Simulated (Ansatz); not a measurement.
## F on Zr(0001): change of the work function

Aim: the work function of Zr(0001) at several coverages of F (fcc site), and the dipole that each adsorbate carries.

Method: plane-wave DFT, PBE, Ansatz PAW, in Ansatz 0.2.0.

### 1. Set-up

The cell holds 4 atoms: 4 Zr. Cell: a = 3.230 Å, b = 3.230 Å, c = 25.718 Å, α = 90.0°, β = 90.0°, γ = 60.0°. Vacuum lies along c.

### 2. The clean slab

The bare slab comes first, as the zero from which every change is counted. The two lowest layers are held at bulk places and the upper ones relax. The dipole correction removes the false field that a one-sided slab makes across the periodic vacuum, so each face gets a flat vacuum level of its own.

Input file input.yaml:

```yaml
crystal:
  lattice:
    - [3.23, 0.0, 0.0]
    - [1.615, 2.7972620542, 0.0]
    - [0.0, 0.0, 25.718085]
  atoms:
    - { symbol: Zr, position: [0.6666666667, 0.6666666667, 0.3499482951] }
    - { symbol: Zr, position: [0.0, 0.0, 0.449982765] }
    - { symbol: Zr, position: [0.6666666667, 0.6666666667, 0.550017235] }
    - { symbol: Zr, position: [0.0, 0.0, 0.6500517049] }
kpoints:
  mp_grid: { grid: [12, 12, 1] }
hamiltonian:
  xc: pbe
scf:
  occupations: { method: fermi_dirac, width: 0.1 }
  convergence: { dr2_threshold: 1.0e-08 }
efield:
  axis: 3
  dipole_correction: true
  ramp_position: 0.97
  ramp_width: 0.06
relax:
  f_tol: 0.02
  max_steps: 60
  constraints: [{ sites: [0, 1] }]
output:
  write_potential: true
  write_density: true
  volumetric_format: npy
```

Started as:

```sh
ansatz run input.yaml --threads 4 --pin off --max-ram 16384MiB --backend cpu --events-out ev --progress --plain --runs-dir out
```

Numbers of over 12 decimals in the logs are rounded to 6 here.

Log:

```text
Engine: ansatz 0.2.0, aarch64-unknown-linux-gnu
Pseudopotentials: kind: paw
Pseudopotential: Zr, paw, valence charge 12, recommended cutoff 420 eV (normal), Zr.paw.azcp
Functional definition: PBE
  parameter kappa = 0.804
  parameter beta = 0.066725
  exchange = pbe_x(kappa = kappa, mu = beta*pi^2/3)
  correlation = pbe_c(beta = beta)
Crystal: 4 atoms, lattice volume = 232.367 Å³
Basis set: ecut = 420 eV, 4609 PW (Γ), exchange–correlation on 48×48×360 points (8 copies of the dense FFT grid, shifted against one another)
Bands: 29, of which v1, the nominal top of the filled ones, is band 24 counted from 1 (23 counted from 0)
Symmetry: 6 space group operations
k-points: 19 of 144 (time reversal used)
Non-local potential: Zr, projectors of the file, l = 0: 3, l = 1: 2, l = 2: 2, l = 3: 2
PAW form: soft (Blöchl's): semilocal exchange-correlation on the pseudo side does not see the compensation charge
PAW one-centre angular grid: Zr, 590 points (default); XC on 64 Gauss nodes
Initial density: superposition of atomic densities (neutral atoms: chi_scale 0, normalization atom), corrected by the library's trained network
Initial wavefunctions: pseudopotential atomic-orbital guess
Functional: x = pbe(κ = 0.804, μ = 0.219515), c = pbe(β = 0.066725)
SCF iter   1: F=—  HF=-16733.557492 eV  |F-HF|=—  |Δ(HF+E_count)|=         —  Δρ=4.44e-3  dr2=5.33e-1  ethr=1.77e-3  p=-0.000 e·Å  D=-3.08e-14 V/Å  ΔV_dip=0.00 eV  dr2_dipole=1.07e-7  V_vac-E_F(+/−)=4.13/4.13 eV  ⟨swp⟩=5.6  Hψ=5350  notcnv=0
efield: sawtooth ramp at fractional position 0.9700 (set: `efield.ramp_position`, or a place that a band, a saddle search or an elastic batch's reference lends), width 0.0600; the density the first Hamiltonian is built on has a dipole p = -0.000 e·Å; the dipole correction subtracts the counter field D = -3.08e-14 V/Å, which shifts the + side's vacuum level by +0.00 eV against the − side's; the planar-averaged density in the ramp window peaks in size at 2.6e-5 e/Å³
automatic band count: the SCF goes on with 34 bands, as 29 were too few: the levels above may hold too much charge
preconditioner: auto → LDOS  [metal: Δε(μ)=0.039 eV  Ē_g=3.166 eV  σ=0.100 eV  W_gap=0.10  n_scr=16 (ndim 8)  ℏωp=9.7 eV  f_vac=0.521  D(μ)=7.16/eV (n_scr^D=48)  β→1.0]
SCF iter   2: F=—  HF=-16733.547518 eV  |F-HF|=—  |Δ(HF+E_count)|=   9.97e-3  Δρ=1.07e-3  dr2=7.25e-3  ethr=1.11e-3  p=0.000 e·Å  D=1.44e-5 V/Å  ΔV_dip=-0.00 eV  dr2_dipole=5.05e-9  V_vac-E_F(+/−)=4.15/4.15 eV  ⟨swp⟩=1.6  Hψ=814  notcnv=0
SCF iter   3: F=—  HF=-16733.548011 eV  |F-HF|=—  |Δ(HF+E_count)|=   4.93e-4  Δρ=4.15e-4  dr2=2.47e-3  ethr=1.51e-5  p=0.000 e·Å  D=3.77e-6 V/Å  ΔV_dip=-0.00 eV  dr2_dipole=2.22e-8  V_vac-E_F(+/−)=4.17/4.17 eV  ⟨swp⟩=2.7  Hψ=1033  notcnv=0
SCF iter   4: F=—  HF=-16733.548012 eV  |F-HF|=—  |Δ(HF+E_count)|=   1.52e-6  Δρ=1.52e-4  dr2=1.70e-4  ethr=5.15e-6  p=0.000 e·Å  D=2.33e-6 V/Å  ΔV_dip=-0.00 eV  dr2_dipole=5.95e-9  V_vac-E_F(+/−)=4.17/4.17 eV  ⟨swp⟩=1.5  Hψ=817  notcnv=0
SCF iter   5: F=—  HF=-16733.548028 eV  |F-HF|=—  |Δ(HF+E_count)|=   1.60e-5  Δρ=4.96e-5  dr2=8.65e-6  ethr=3.55e-7  p=0.000 e·Å  D=5.99e-7 V/Å  ΔV_dip=-0.00 eV  dr2_dipole=1.25e-10  V_vac-E_F(+/−)=4.18/4.18 eV  ⟨swp⟩=2.2  Hψ=881  notcnv=0
SCF iter   6: F=—  HF=-16733.547888 eV  |F-HF|=—  |Δ(HF+E_count)|=   1.41e-4  Δρ=1.68e-5  dr2=1.31e-6  ethr=1.80e-8  p=0.000 e·Å  D=4.17e-7 V/Å  ΔV_dip=-0.00 eV  dr2_dipole=6.41e-11  V_vac-E_F(+/−)=4.18/4.18 eV  ⟨swp⟩=2.1  Hψ=956  notcnv=0
SCF iter   7: F=—  HF=-16733.547888 eV  |F-HF|=—  |Δ(HF+E_count)|=   6.91e-7  Δρ=5.91e-6  dr2=1.27e-7  ethr=2.73e-9  p=0.000 e·Å  D=1.54e-7 V/Å  ΔV_dip=-0.00 eV  dr2_dipole=2.77e-11  V_vac-E_F(+/−)=4.18/4.18 eV  ⟨swp⟩=2.0  Hψ=906  notcnv=0
SCF iter   8: F=-16733.547888 eV  HF=-16733.547888 eV  |F-HF|=4.81e-8  |Δ(HF+E_count)|=   6.78e-8  Δρ=1.61e-6  dr2=6.81e-9  ethr=2.08e-11  p=0.000 e·Å  D=8.39e-8 V/Å  ΔV_dip=-0.00 eV  dr2_dipole=3.85e-12  V_vac-E_F(+/−)=4.18/4.18 eV  ⟨swp⟩=7.9  Hψ=4633  notcnv=0
SCF 1 converged in 8 iterations: F = -16733.547888 eV  dr2 = 6.81e-9
  greatest PAW one-centre occupation: 0.996 electrons in one spin orbital (limit 2), on the Zr atom at site 0 (counted from 0), in its partial waves of l = 0
relax step   1: F+E_penalty+E_count = -16733.54788850 eV  Δ(F+E_penalty+E_count) = +0.000e0 eV  max|allowed force component| = 6.086e-1 eV/Å  Δτ_max = 0.0000 Å  (8 SCF iters, accepted)
Bands: 34, of which v1, the nominal top of the filled ones, is band 24 counted from 1 (23 counted from 0)
Initial density: handed on by an earlier stage of this run
Initial wavefunctions: those handed on with the density
SCF iter   1: F=—  HF=-16733.682250 eV  |F-HF|=—  |Δ(HF+E_count)|=         —  Δρ=8.16e-3  dr2=2.95e0  ethr=3.10e-3  p=0.000 e·Å  D=2.63e-8 V/Å  ΔV_dip=-0.00 eV  dr2_dipole=4.96e-1  V_vac-E_F(+/−)=4.17/4.17 eV  ⟨swp⟩=3.9  Hψ=1617  notcnv=1
efield: sawtooth ramp at fractional position 0.9700 (set: `efield.ramp_position`, or a place that a band, a saddle search or an elastic batch's reference lends), width 0.0600; the density the first Hamiltonian is built on has a dipole p = 0.000 e·Å; the dipole correction subtracts the counter field D = 2.63e-8 V/Å, which shifts the + side's vacuum level by -0.00 eV against the − side's; the planar-averaged density in the ramp window peaks in size at 6.6e-7 e/Å³
preconditioner: auto → LDOS  [metal: Δε(μ)=0.013 eV  Ē_g=3.209 eV  σ=0.100 eV  W_gap=0.03  n_scr=16 (ndim 8)  ℏωp=9.7 eV  f_vac=0.523  D(μ)=6.61/eV (n_scr^D=36)  β→1.0]
SCF iter   2: F=—  HF=-16733.583618 eV  |F-HF|=—  |Δ(HF+E_count)|=   9.86e-2  Δρ=3.85e-3  dr2=1.51e-1  ethr=3.10e-3  p=0.006 e·Å  D=4.52e-3 V/Å  ΔV_dip=-0.12 eV  dr2_dipole=7.53e-3  V_vac-E_F(+/−)=4.08/4.19 eV  ⟨swp⟩=2.1  Hψ=1007  notcnv=0
SCF iter   3: F=—  HF=-16733.575182 eV  |F-HF|=—  |Δ(HF+E_count)|=   8.44e-3  Δρ=1.72e-3  dr2=3.30e-2  ethr=3.14e-4  p=0.002 e·Å  D=1.91e-3 V/Å  ΔV_dip=-0.05 eV  dr2_dipole=1.60e-3  V_vac-E_F(+/−)=4.14/4.19 eV  ⟨swp⟩=2.1  Hψ=1085  notcnv=0
SCF iter   4: F=—  HF=-16733.570450 eV  |F-HF|=—  |Δ(HF+E_count)|=   4.73e-3  Δρ=3.20e-4  dr2=1.62e-3  ethr=6.87e-5  p=0.003 e·Å  D=2.32e-3 V/Å  ΔV_dip=-0.06 eV  dr2_dipole=6.30e-4  V_vac-E_F(+/−)=4.12/4.18 eV  ⟨swp⟩=2.2  Hψ=884  notcnv=0
SCF iter   5: F=—  HF=-16733.570491 eV  |F-HF|=—  |Δ(HF+E_count)|=   4.15e-5  Δρ=8.70e-5  dr2=4.19e-5  ethr=3.38e-6  p=0.003 e·Å  D=2.22e-3 V/Å  ΔV_dip=-0.06 eV  dr2_dipole=8.73e-12  V_vac-E_F(+/−)=4.13/4.18 eV  ⟨swp⟩=1.8  Hψ=842  notcnv=0
[...]
SCF iter   2: F=—  HF=-16733.588226 eV  |F-HF|=—  |Δ(HF+E_count)|=   1.75e-2  Δρ=1.52e-3  dr2=1.85e-2  ethr=1.00e-3  p=0.000 e·Å  D=1.96e-4 V/Å  ΔV_dip=-0.01 eV  dr2_dipole=1.41e-3  V_vac-E_F(+/−)=4.18/4.18 eV  ⟨swp⟩=2.1  Hψ=746  notcnv=0
SCF iter   3: F=—  HF=-16733.587671 eV  |F-HF|=—  |Δ(HF+E_count)|=   5.55e-4  Δρ=9.07e-4  dr2=7.70e-3  ethr=3.86e-5  p=0.002 e·Å  D=1.21e-3 V/Å  ΔV_dip=-0.03 eV  dr2_dipole=1.55e-4  V_vac-E_F(+/−)=4.15/4.18 eV  ⟨swp⟩=2.0  Hψ=1095  notcnv=0
SCF iter   4: F=—  HF=-16733.586446 eV  |F-HF|=—  |Δ(HF+E_count)|=   1.23e-3  Δρ=2.74e-4  dr2=8.39e-4  ethr=1.60e-5  p=0.001 e·Å  D=8.17e-4 V/Å  ΔV_dip=-0.02 eV  dr2_dipole=2.72e-5  V_vac-E_F(+/−)=4.16/4.18 eV  ⟨swp⟩=2.4  Hψ=905  notcnv=0
SCF iter   5: F=—  HF=-16733.586352 eV  |F-HF|=—  |Δ(HF+E_count)|=   9.43e-5  Δρ=8.20e-5  dr2=6.18e-5  ethr=1.75e-6  p=0.001 e·Å  D=5.20e-4 V/Å  ΔV_dip=-0.01 eV  dr2_dipole=1.67e-7  V_vac-E_F(+/−)=4.17/4.18 eV  ⟨swp⟩=2.2  Hψ=858  notcnv=0
SCF iter   6: F=—  HF=-16733.586339 eV  |F-HF|=—  |Δ(HF+E_count)|=   1.30e-5  Δρ=1.74e-5  dr2=2.75e-6  ethr=1.29e-7  p=0.001 e·Å  D=4.48e-4 V/Å  ΔV_dip=-0.01 eV  dr2_dipole=4.52e-8  V_vac-E_F(+/−)=4.17/4.18 eV  ⟨swp⟩=2.4  Hψ=943  notcnv=0
SCF iter   7: F=—  HF=-16733.586204 eV  |F-HF|=—  |Δ(HF+E_count)|=   1.35e-4  Δρ=3.61e-6  dr2=7.09e-8  ethr=5.73e-9  p=0.001 e·Å  D=4.12e-4 V/Å  ΔV_dip=-0.01 eV  dr2_dipole=1.38e-8  V_vac-E_F(+/−)=4.17/4.18 eV  ⟨swp⟩=2.2  Hψ=939  notcnv=0
SCF iter   8: F=-16733.586204 eV  HF=-16733.586204 eV  |F-HF|=4.09e-9  |Δ(HF+E_count)|=   3.16e-8  Δρ=1.22e-6  dr2=9.28e-9  ethr=2.08e-11  p=0.001 e·Å  D=4.07e-4 V/Å  ΔV_dip=-0.01 eV  dr2_dipole=1.17e-9  V_vac-E_F(+/−)=4.17/4.18 eV  ⟨swp⟩=9.7  Hψ=4356  notcnv=0
SCF 3 converged in 8 iterations: F = -16733.586204 eV  dr2 = 9.28e-9
relax step   3: F+E_penalty+E_count = -16733.58620364 eV  Δ(F+E_penalty+E_count) = -1.585e-2 eV  max|allowed force component| = 5.321e-2 eV/Å  Δτ_max = 0.0631 Å  (8 SCF iters, accepted)
SCF iter   1: F=—  HF=-16733.587053 eV  |F-HF|=—  |Δ(HF+E_count)|=         —  Δρ=4.83e-4  dr2=5.16e-3  ethr=3.16e-4  p=0.001 e·Å  D=4.07e-4 V/Å  ΔV_dip=-0.01 eV  dr2_dipole=1.05e-5  V_vac-E_F(+/−)=4.17/4.18 eV  ⟨swp⟩=2.0  Hψ=1029  notcnv=0
efield: sawtooth ramp at fractional position 0.9700 (set: `efield.ramp_position`, or a place that a band, a saddle search or an elastic batch's reference lends), width 0.0600; the density the first Hamiltonian is built on has a dipole p = 0.001 e·Å; the dipole correction subtracts the counter field D = 4.07e-4 V/Å, which shifts the + side's vacuum level by -0.01 eV against the − side's; the planar-averaged density in the ramp window peaks in size at 5.7e-7 e/Å³
preconditioner: auto → LDOS  [metal: Δε(μ)=0.004 eV  Ē_g=3.183 eV  σ=0.100 eV  W_gap=0.01  n_scr=16 (ndim 8)  ℏωp=9.7 eV  f_vac=0.522  D(μ)=6.82/eV (n_scr^D=48)  β→1.0]
SCF iter   2: F=—  HF=-16733.586760 eV  |F-HF|=—  |Δ(HF+E_count)|=   2.92e-4  Δρ=2.72e-4  dr2=1.00e-3  ethr=1.08e-5  p=0.001 e·Å  D=9.51e-4 V/Å  ΔV_dip=-0.02 eV  dr2_dipole=2.26e-5  V_vac-E_F(+/−)=4.15/4.18 eV  ⟨swp⟩=2.1  Hψ=911  notcnv=0
SCF iter   3: F=—  HF=-16733.586702 eV  |F-HF|=—  |Δ(HF+E_count)|=   5.86e-5  Δρ=8.73e-5  dr2=6.36e-5  ethr=2.09e-6  p=0.001 e·Å  D=6.71e-4 V/Å  ΔV_dip=-0.02 eV  dr2_dipole=7.28e-7  V_vac-E_F(+/−)=4.16/4.18 eV  ⟨swp⟩=2.1  Hψ=839  notcnv=0
SCF iter   4: F=—  HF=-16733.586682 eV  |F-HF|=—  |Δ(HF+E_count)|=   1.96e-5  Δρ=2.43e-5  dr2=2.38e-6  ethr=1.32e-7  p=0.001 e·Å  D=6.62e-4 V/Å  ΔV_dip=-0.02 eV  dr2_dipole=5.94e-9  V_vac-E_F(+/−)=4.16/4.18 eV  ⟨swp⟩=2.1  Hψ=1056  notcnv=0
SCF iter   5: F=—  HF=-16733.586552 eV  |F-HF|=—  |Δ(HF+E_count)|=   1.30e-4  Δρ=6.36e-6  dr2=2.66e-7  ethr=4.97e-9  p=0.001 e·Å  D=6.28e-4 V/Å  ΔV_dip=-0.02 eV  dr2_dipole=1.02e-11  V_vac-E_F(+/−)=4.16/4.18 eV  ⟨swp⟩=2.1  Hψ=870  notcnv=0
SCF iter   6: F=—  HF=-16733.586552 eV  |F-HF|=—  |Δ(HF+E_count)|=   9.85e-8  Δρ=2.51e-6  dr2=6.71e-8  ethr=5.53e-10  p=0.001 e·Å  D=6.03e-4 V/Å  ΔV_dip=-0.02 eV  dr2_dipole=4.48e-9  V_vac-E_F(+/−)=4.16/4.18 eV  ⟨swp⟩=2.4  Hψ=942  notcnv=0
SCF iter   7: F=-16733.586552 eV  HF=-16733.586552 eV  |F-HF|=1.46e-9  |Δ(HF+E_count)|=   6.63e-9  Δρ=9.70e-7  dr2=6.97e-9  ethr=2.08e-11  p=0.001 e·Å  D=5.86e-4 V/Å  ΔV_dip=-0.02 eV  dr2_dipole=4.64e-10  V_vac-E_F(+/−)=4.16/4.18 eV  ⟨swp⟩=6.9  Hψ=4304  notcnv=0
SCF 4 converged in 7 iterations: F = -16733.586552 eV  dr2 = 6.97e-9
relax step   4: F+E_penalty+E_count = -16733.58655243 eV  Δ(F+E_penalty+E_count) = -3.488e-4 eV  max|allowed force component| = 8.148e-3 eV/Å  Δτ_max = 0.0117 Å  (7 SCF iters, accepted)
NSCF: frozen V_eff on 19 k-points
the band table was solved once a step of the walk had ended and its energy, with any forces and stress, was formed, with the checks that follow a solve (2926 applications of the Hamiltonian). They found nothing against the state; the energy, forces and stress were not computed again (output.eigenvalues in the input reference)
WARN: The input density's exchange-correlation potential varies sharply where the density is thin. Do not read a vacuum level from v_tot or v_xc, or from such a field of the output density. On a cell that repeats whose density bears no net charge and no dipole along the vacuum's axis use v_es (v_loc + v_h of the components); under efield.dipole_correction with no amplitude use v_es + v_field, which holds any external [...]
SCF converged after 7 iterations
Free energy (F): -16733.586552 eV
Harris-Foulkes:  -16733.586552 eV  (|F-HF|=1.46e-9)
Internal energy: -16733.365929 eV  (E = F + TS)
E sigma→0 (E₀):  -16733.476241 eV
Entropy (-TS):   -0.220623 eV (-55.156 meV/atom)
Fermi energy:    3.221640 eV
Dipole field:    D = 0.000559 V/Å  (p = 0.000718 e·Å, saw-weighted, corrected)
Work function:   Φ+ = 4.1653 eV   Φ− = 4.1797 eV
Levels:          The Fermi level and band energies are counted from a zero that moves with the ramp; work functions are not
--- Per-component energies (eV) ---
  E_band       = -903.791514
  E_kinetic    = 1326.002279
  E_local      = -39066.160198  (includes V_loc(G=0)·N_el)
  E_nonlocal   = 323.579393
  E_hartree    = 18796.930185
  E_xc         = -642.831300
  E_vxc        = -758.598660  (∫ρ·V_xc dr)
  E_paw        = -11816.668412  (= ΣΔE_a)
  E_vpaw       = -322.475559  (= ΣTr[D̂ρ^β])
  E_aug_tail   = 0.000098  (compensation charges beyond the density's cutoff)
  E_efield     = 0.000000  (sawtooth field / dipole correction)
  E_vefield    = -0.000443  (∫n·V_field dr)
  E_ewald      = 14345.782025
  E_smearing   = -0.220623  (= −TS)
  E_closure    = 0.000000  (closes the sum)
  Σ components = -16733.586552   (vs F -16733.586552, Δ=0.00e0)
--- Forces (eV/Å), atoms counted from 1 ---
  atom   1  Zr     0.00000000    -0.00000000     0.45026778
  atom   2  Zr    -0.00000000     0.00000000    -0.44766616
  atom   3  Zr     0.00000000    -0.00000000    -0.00814794
  atom   4  Zr     0.00000000     0.00000000     0.00554617
  max |Σ_I F_I| component: 1.43e-7 eV/Å
--- Band table (eV; the first three rows and the last of 19) ---
  k-point 0: bands = [... 20 lower, 2.9732, 3.2750, 3.7893, 3.8564, 3.9939, 3.9939, 4.0865, 4.0865, ... 6 higher]
  k-point 1: bands = [... 20 lower, 2.8778, 3.2564, 3.5627, 3.6203, 3.8534, 3.9788, 4.1411, 4.2093, ... 6 higher]
  k-point 2: bands = [... 20 lower, 2.5727, 2.9194, 3.0801, 3.3553, 3.5026, 3.6525, 4.0458, 4.2786, ... 6 higher]
  k-point 18: bands = [... 20 lower, 2.1808, 2.4031, 2.4729, 3.2680, 3.2803, 3.3333, 3.3858, 3.4952, ... 6 higher]
--- Relaxed structure (4 steps of the walk, 4 accepted, 0 SCFs on fresh bases) ---
  F+E_penalty+E_count = -16733.58655243 eV   max|allowed force component| = 8.148e-3 eV/Å
  atoms:
    - { symbol: Zr, position: [0.666667, 0.666667, 0.3499482951] }
    - { symbol: Zr, position: [0.0, 0.0, 0.449982765] }
    - { symbol: Zr, position: [0.666667, 0.666667, 0.553889] }
    - { symbol: Zr, position: [-1.312544850788687e-18, -4.428137159959304e-19, 0.648750] }
```

The job ended after 13 s (4 threads of Arm Neoverse V1, shared host; peak memory 0.58 GiB; 50 s of CPU time).

Step by step:

```tsv
step	energy less that of the first step (eV)	largest force component (eV/Å)
1	0.0000	0.6086
2	-0.0225	0.4689
3	-0.0383	0.0532
4	-0.0387	0.0081
```

The run keeps the 6 symmetry operations that it works with, so distortions that break them were not tested.

The atoms that moved most (Å):

```tsv
atom	dx	dy	dz	length
Zr3	0.000	0.000	0.100	0.100
Zr4	0.000	0.000	-0.033	0.033
```

The relaxed structure:

```cif
data_structure
_symmetry_space_group_name_H-M 'P 1'
_symmetry_Int_Tables_number 1
_cell_length_a 3.2300
_cell_length_b 3.2300
_cell_length_c 25.7181
_cell_angle_alpha 90.000
_cell_angle_beta 90.000
_cell_angle_gamma 60.000
_cell_volume 232.37
loop_
_atom_site_label
_atom_site_type_symbol
_atom_site_fract_x
_atom_site_fract_y
_atom_site_fract_z
_atom_site_occupancy
Zr1 Zr 0.66667 0.66667 0.34995 1
Zr2 Zr 0.00000 0.00000 0.44998 1
Zr3 Zr 0.66667 0.66667 0.55389 1
Zr4 Zr 0.00000 0.00000 0.64875 1
```

Numbers from this step:

```
energy at zero smearing   : -16733.4762 eV
work function, upper face : 4.165 eV
dipole along the normal   : 7.18e-4 e·Å
```

Running mean over 2.573 Å of the planar mean; the ramp of the sawtooth is left out. The electron's electrostatic potential energy less the Fermi level by z:

```tsv
z (Å)	electron's electrostatic potential energy less the Fermi level (eV)
3.5	4.18
4.0	4.18
4.5	4.17
5.0	4.15
5.5	4.09
6.0	3.92
6.5	3.43
7.0	2.15
7.5	-1.01
8.0	-5.14
8.5	-7.74
9.0	-8.45
9.5	-8.43
10.0	-8.32
10.5	-8.28
11.0	-8.29
11.5	-8.29
12.0	-8.16
12.5	-7.78
13.0	-7.60
13.5	-7.92
14.0	-8.25
14.5	-8.50
15.0	-9.02
15.5	-9.34
16.0	-9.04
16.5	-8.65
17.0	-8.19
17.5	-6.36
18.0	-2.56
18.5	1.19
19.0	3.09
19.5	3.78
20.0	4.03
20.5	4.12
21.0	4.15
21.5	4.16
22.0	4.16
22.5	4.16
```

The relaxation took 4 steps and lowered the energy by 0.039 eV; the largest force on the free atoms ends at 0.0081 eV/Å.

The work function of the upper face is 4.17 eV.

(Continued in part 2 of 4.)

[Logs are printed without paths, hosts, clocks, repeated set-up lines and the standing remarks that a program may print on its own settings, such as how far it seeks lower states.]

[Hosts, paths, dates, database ids (printed as entryN), source tags and the programs' standing remarks are cut or masked in the printed files.]

[Maps of the electrostatic potential energy from Ansatz leave out the sawtooth potential of an applied field or a dipole correction, so their vacuum need not be flat; planar profiles and work functions include it.]
